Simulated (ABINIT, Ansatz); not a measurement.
# Converging GW for H6PbCNCl3 (Pm) in ABINIT

Aim: raise bands and screening cutoff together for H6PbCNCl3 (Pm) and follow gap and time.

Main program and level: ABINIT 10.8.3; PBEsol and many-body steps on it, plane waves.

Report form: the programs' logs are mostly left out.

### Step 1. Set-up

Symmetry: Pm, No. 6, monoclinic system. The conventional cell has a = 5.753 Å, b = 5.765 Å, c = 5.855 Å, α = 90.00°, β = 90.03°, γ = 90.00°. Nearest to H lie 1 C at 1.09 Å. H has 1 C at 1.09 Å nearest. Nearest to H lie 1 N at 1.04 Å. Pb has 6 Cl at 2.88 to 2.99 Å nearest. C has 3 H at 1.09 Å and 1 N at 1.49 Å nearest. Farther neighbours and most contacts between anions are not listed.

Structure file:

```cif
data_structure
_symmetry_space_group_name_H-M 'Pm'
_symmetry_Int_Tables_number 6
_cell_length_a 5.7528
_cell_length_b 5.7647
_cell_length_c 5.8552
_cell_angle_alpha 90.000
_cell_angle_beta 90.025
_cell_angle_gamma 90.000
_cell_volume 194.18
loop_
_atom_site_label
_atom_site_type_symbol
_atom_site_symmetry_multiplicity
_atom_site_Wyckoff_symbol
_atom_site_fract_x
_atom_site_fract_y
_atom_site_fract_z
_atom_site_occupancy
H1 H 1 b 0.87948 0.50000 0.79042 1
H2 H 2 c 0.81325 0.34407 0.04739 1
H3 H 2 c 0.22966 0.35432 0.97854 1
H4 H 1 b 0.17096 0.50000 0.21641 1
Pb1 Pb 1 a 0.47399 0.00000 0.48387 1
C1 C 1 b 0.89427 0.50000 0.97685 1
N1 N 1 b 0.14493 0.50000 0.04073 1
Cl1 Cl 1 a 0.42789 0.00000 0.97556 1
Cl2 Cl 1 b 0.42919 0.50000 0.52004 1
Cl3 Cl 1 a 0.97183 0.00000 0.43966 1
```

The cell and positions are those that the Materials Project relaxed with its own functionals (PBE, PBE+U or r2SCAN), kept fixed. Spin-orbit coupling is left out unless a step names it.

### Step 2. Empty states on the mesh, 2×2×2 mesh, 668 bands

This step: ABINIT 10.8.3; DFT, PBEsol, plane waves, norm-conserving pseudopotentials.

The sums over transitions need many empty states on a uniform mesh; this step solves for them.

Input file run.abi:

```
acell 3*1.0 Angstrom
rprim 
  5.752832000000 0.000000000000 0.000000000000
  0.000000000000 5.764671000000 0.000000000000
  -0.002604000000 0.000000000000 5.855201000000
ntypat 5
znucl 1 82 6 7 17
natom 12
typat 1 1 1 1 1 1 2 3 4 5 5 5
xred 
  0.879476000000 0.500000000000 0.790423000000
  0.813252000000 0.344072000000 0.047387000000
  0.813252000000 0.655928000000 0.047387000000
  0.229661000000 0.354316000000 0.978538000000
  0.229661000000 0.645684000000 0.978538000000
  0.170957000000 0.500000000000 0.216412000000
  0.473988000000 0.000000000000 0.483874000000
  0.894268000000 0.500000000000 0.976848000000
  0.144932000000 0.500000000000 0.040731000000
  0.427891000000 0.000000000000 0.975558000000
  0.429192000000 0.500000000000 0.520036000000
  0.971826000000 0.000000000000 0.439660000000
pp_dirpath "pseudos"
pseudos "H.upf, Pb.upf, C.upf, N.upf, Cl.upf"
ecut 37
ngkpt 2 2 2
nshiftk 1
shiftk 0 0 0
kptopt 1
chksymbreak 0
iscf -2
irdden 1
istwfk *1
nband 668
nbdbuf 60
tolwfr 1e-09
nstep 60
prtvol 0
indata_prefix "in"
outdata_prefix "out"
tmpdata_prefix "tmp"
```

Launch:

```
> OMP_NUM_THREADS=1 mpirun -n 16 abinit run.abi > log
```

Elapsed: 28 min, on 16 MPI ranks of Intel Xeon Platinum 8259CL at 2.50GHz (Skylake/Cascade Lake), shared host; peak memory 2.9 GiB; 7.5 h of CPU time.

Numbers from this step:

| Item | Value |
| --- | --- |
| gap | 2.463 eV |
| k of the valence top | 0.5, 0.5, 0.5 |
| k of the conduction bottom | 0.5, 0.5, 0.5 |
| least direct gap | 2.463 eV |
| k points computed | 8 |
| lowest point of the top converged band, above the valence top | 114.1093 eV |

On this mesh the gap is 2.463 eV.

The density comes from a self-consistent run that is not shown.

### Step 3. Screening, 2×2×2 mesh, 101 bands, screening to 76.2 eV

The RPA dielectric matrix is built and inverted for each q.

This step: RPA screening on PBEsol, plane waves, norm-conserving pseudopotentials.

Edit run.abi of step 2 so:

```diff
@@ -30,10 +30,11 @@
 chksymbreak 0
-iscf -2
-irdden 1
 istwfk *1
-nband 668
-nbdbuf 60
-tolwfr 1e-09
-nstep 60
-prtvol 0
+occopt 1
+irdwfk 1
+optdriver 3
+nband 101
+ecuteps 2.8
+inclvkb 2
+awtr 1
+symchi 1
 indata_prefix "in"
```

Elapsed: 51 s, on 16 MPI ranks; peak memory 8.2 GiB; 14 min of CPU time.

Numbers from this step:

```
ε∞ with local fields, on this mesh, along the program's q direction : 4.886
the same without local fields                                       : 5.567
plasma frequency                                                    : 20.29 eV
plane waves in the screening matrix                                 : 273
```

Local fields lower ε∞ by 12 %. On a Γ-centred mesh this coarse the value itself is usually too large, while a short band sum pulls it down.

### Step 4. 101 bands, 76.2 eV

The self-energy is evaluated for the states that the input lists, and the levels follow from it, in one-shot runs by the linearised quasiparticle equation.

This step: G0W0 on PBEsol, plane waves, norm-conserving pseudopotentials.

Edit run.abi of step 3 so:

```diff
@@ -33,8 +33,17 @@
 irdwfk 1
-optdriver 3
+optdriver 4
 nband 101
+gwcalctyp 0
+ecutsigx 37
+symsigma 1
+nkptgw 2
+kptgw 
+  0.5000000000 0.5000000000 0.5000000000
+  0.0000000000 0.0000000000 0.0000000000
+bdgw 
+  28 31
+  28 31
 ecuteps 2.8
-inclvkb 2
-awtr 1
-symchi 1
+irdscr 1
+ppmodel 1
 indata_prefix "in"
```

The job ended after 9.7 s (16 MPI ranks; peak memory 3.8 GiB; 2.5 min of CPU time).

Numbers from this step:

| Quantity | Value |
| --- | --- |
| G0W0 gap on the points computed | 4.056 eV |
| starting gap on the mesh | 2.463 eV |
| k of the valence top | 0.5, 0.5, 0.5 |
| k of the conduction bottom | 0.5, 0.5, 0.5 |
| Z at the valence top | 0.799 |
| Z at the conduction bottom | 0.826 |
| least direct G0W0 gap on the computed points | 4.056 eV |

The gap on the mesh goes from 2.46 eV to 4.06 eV, a correction of +1.59 eV.

### Step 5. Screening, 2×2×2 mesh, 265 bands, screening to 141.5 eV

This step: RPA screening on PBEsol, plane waves, norm-conserving pseudopotentials.

Edit run.abi of step 4 so:

```diff
@@ -33,17 +33,8 @@
 irdwfk 1
-optdriver 4
-nband 101
-gwcalctyp 0
-ecutsigx 37
-symsigma 1
-nkptgw 2
-kptgw 
-  0.5000000000 0.5000000000 0.5000000000
-  0.0000000000 0.0000000000 0.0000000000
-bdgw 
-  28 31
-  28 31
-ecuteps 2.8
-irdscr 1
-ppmodel 1
+optdriver 3
+nband 265
+ecuteps 5.2
+inclvkb 2
+awtr 1
+symchi 1
 indata_prefix "in"
```

Wall time 4 min (16 MPI ranks); peak memory 13 GiB.

This step gave:

```yaml
eps_infinity_with_local_fields_on_this_mesh_along_the_program_s_q_direction: 4.876
the_same_without_local_fields: 5.595
plasma_frequency: 20.29 eV
plane_waves_in_the_screening_matrix: 739
```

### Step 6. 265 bands, 141.5 eV

This step: G0W0 on PBEsol, plane waves, norm-conserving pseudopotentials.

Edit run.abi of step 5 so:

```diff
@@ -33,8 +33,17 @@
 irdwfk 1
-optdriver 3
+optdriver 4
 nband 265
+gwcalctyp 0
+ecutsigx 37
+symsigma 1
+nkptgw 2
+kptgw 
+  0.5000000000 0.5000000000 0.5000000000
+  0.0000000000 0.0000000000 0.0000000000
+bdgw 
+  28 31
+  28 31
 ecuteps 5.2
-inclvkb 2
-awtr 1
-symchi 1
+irdscr 1
+ppmodel 1
 indata_prefix "in"
```

The job ended after 42 s (16 MPI ranks; peak memory 9.6 GiB).

Numbers from this step:

| Item | Value |
| --- | --- |
| G0W0 gap on the points computed | 4.105 eV |
| starting gap on the mesh | 2.463 eV |
| k of the valence top | 0.5, 0.5, 0.5 |
| k of the conduction bottom | 0.5, 0.5, 0.5 |
| Z at the valence top | 0.79 |
| Z at the conduction bottom | 0.821 |
| least direct G0W0 gap on the computed points | 4.105 eV |

Against G0W0 in ABINIT (2×2×2 mesh, 101 bands, screening to 76.2 eV, Godby-Needs plasmon pole), the gap moves by +0.049 eV.

### Step 7. Screening, 2×2×2 mesh, 608 bands, screening to 217.7 eV

This step: RPA screening on PBEsol, plane waves, norm-conserving pseudopotentials.

Edit run.abi of step 6 so:

```diff
@@ -33,17 +33,8 @@
 irdwfk 1
-optdriver 4
-nband 265
-gwcalctyp 0
-ecutsigx 37
-symsigma 1
-nkptgw 2
-kptgw 
-  0.5000000000 0.5000000000 0.5000000000
-  0.0000000000 0.0000000000 0.0000000000
-bdgw 
-  28 31
-  28 31
-ecuteps 5.2
-irdscr 1
-ppmodel 1
+optdriver 3
+nband 608
+ecuteps 8
+inclvkb 2
+awtr 1
+symchi 1
 indata_prefix "in"
```

Elapsed: 17 min, on 16 MPI ranks; peak memory 18 GiB; 4.5 h of CPU time.

This step gave:

| Property | Result |
| --- | --- |
| ε∞ with local fields, on this mesh, along the program's q direction | 4.877 |
| the same without local fields | 5.598 |
| plasma frequency | 20.29 eV |
| plane waves in the screening matrix | 1383 |

### Step 8. 608 bands, 217.7 eV

This step: G0W0 on PBEsol, plane waves, norm-conserving pseudopotentials.

Edit run.abi of step 7 so:

```diff
@@ -33,8 +33,18 @@
 irdwfk 1
-optdriver 3
+optdriver 4
 nband 608
+gwcalctyp 0
+ecutsigx 37
+symsigma 1
+nkptgw 2
+kptgw 
+  0.5000000000 0.5000000000 0.5000000000
+  0.0000000000 0.0000000000 0.0000000000
+bdgw 
+  28 31
+  28 31
 ecuteps 8
-inclvkb 2
-awtr 1
-symchi 1
+irdscr 1
+ppmodel 1
+gwmem 01
 indata_prefix "in"
```

Run time: 4.4 min. Hardware: 16 MPI ranks; peak memory 12 GiB.

This step gave:

| Quantity | Value |
| --- | --- |
| G0W0 gap on the points computed | 4.173 eV |
| starting gap on the mesh | 2.463 eV |
| k of the valence top | 0.5, 0.5, 0.5 |
| k of the conduction bottom | 0.5, 0.5, 0.5 |
| least direct G0W0 gap on the computed points | 4.173 eV |

Against G0W0 in ABINIT (2×2×2 mesh, 265 bands, screening to 141.5 eV, Godby-Needs plasmon pole), the gap moves by +0.068 eV.

### Step 9. Side by side

Times are wall times on 16 MPI ranks of Intel Xeon Platinum 8259CL at 2.50GHz (Skylake/Cascade Lake), shared host, good to a factor of about two. A run's time includes the screening step that it read.

| run | mesh | bands | screening cutoff (eV) | DFT gap (eV) | gap on the mesh (eV) | direct (eV) | ε∞ used | time |
| --- | --- | --- | --- | --- | --- | --- | --- | --- |
| 101 bands, 76.2 eV | 2×2×2 | 101 | 76.2 | 2.463 | 4.056 | 4.056 | 4.89 | 61 s |
| 265 bands, 141.5 eV | 2×2×2 | 265 | 141.5 | 2.463 | 4.105 | 4.105 | 4.88 | 4.7 min |
| 608 bands, 217.7 eV | 2×2×2 | 608 | 217.7 | 2.463 | 4.173 | 4.173 | 4.88 | 21 min |

### Step 10. Outcome

```
101 bands, 76.2 eV  : 4.056 eV
265 bands, 141.5 eV : 4.105 eV
608 bands, 217.7 eV : 4.173 eV
known limits        : not at the basis limit; no spin-orbit coupling; coarse k mesh
```

From the first rung to the last the gap moves by +0.12 eV for 21 times the time. The steps are not yet shrinking, so no limit is drawn. In the G0W0 runs levels were corrected at 2 k points alone, so a gap called «on the mesh» is the least over those, and an edge elsewhere would be missed. The 2×2×2 mesh is coarse for this cell, which bears on the long-range parts of exchange and screening. Where an edge is built on 6p states of lead, bismuth or thallium, scalar-relativistic gaps usually stand too wide, by a few tenths to over one eV. The many-body steps are scalar-relativistic: spin-orbit coupling is not in them.

[Paths, hosts, dates, memory and timing lines, banners, echoed tables and standing remarks are left out of the program output.]

[Logs are printed without paths, hosts, clocks, repeated set-up lines and the standing remarks that a program may print on its own settings, such as how far it seeks lower states.]

[Runs of the session that timed out or met a known fault of the program may be left out.]

[Hosts, paths, dates, database ids (printed as entryN), source tags and the programs' standing remarks are cut or masked in the printed files.]

[G0W0 gaps are taken among the corrected bands and points alone; a level outside them can change the order at an edge.]

[Where Ansatz stands beside ABINIT at settings called matched, ABINIT's density can come from a denser mesh and the files from another edition; pairs whose starting gaps differed by over 0.03 eV were left out, so agreement reads better than it is.]
